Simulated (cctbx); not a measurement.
## Cr3CuSn2O8: as given, inverted or twinned?

Space group R3m (no. 160), a = 6.0470 Å, b = 6.0470 Å, c = 14.7870 Å, α = 90.00°, β = 90.00°, γ = 120.00°.

```csv
atom,mult.,x,y,z,Ueq (Å²)
Sn1,3,1/3,2/3,0.2928,0.0200
Sn2,3,1/3,2/3,0.6681,0.0254
Cu1,3,1/3,2/3,0.0440,0.0249
Cr1,9,0.1725,0.8275,0.8321,0.0232
O1,3,1/3,2/3,0.9064,0.0463
O2,9,0.1536,0.8464,0.0868,0.0165
O3,3,1/3,2/3,0.4241,0.0362
O4,9,0.5090,0.4910,0.2532,0.0540
```

The model is made up (kin elements in a known structure type, no relaxation), so it says nothing on whether the phase exists.

Data sets are simulated with cctbx and refined with Bijvoet mates kept apart; Flack x is then fitted as the share of an inverted twin with the atoms fixed, Hooft y from the Bijvoet differences. The group is acentric but holds improper operations, so there is an absolute structure (orientation) and no hand.

Untwinned crystal. What Flack and Hooft values should come out?

```
  λ (Å)  extinction (unmodelled)  d min (Å)  top counts  error (%)     model      R1  Flack x   s.u.  Hooft y   s.u.  pairs
0.71073                      0.3       0.77       40000        1.5  as given  0.0105    -0.02   0.03   -0.004  0.027    154
0.71073                      0.3       0.77       40000        1.5  inverted  0.0187     1.02   0.04    1.009  0.027    154
1.54184                        0       0.83        5000          3  as given  0.0147   -0.004  0.017   -0.009  0.019    123
```

With Mo Kα, x is within 3 s.u. of 0, so the absolute structure is right. With Cu Kα, x is within 3 s.u. of 0, so the absolute structure is right. Inverting the model turns x into about 1 − x.

[Logs are printed without paths, hosts, clocks, repeated set-up lines and the standing remarks that a program may print on its own settings, such as how far it seeks lower states.]
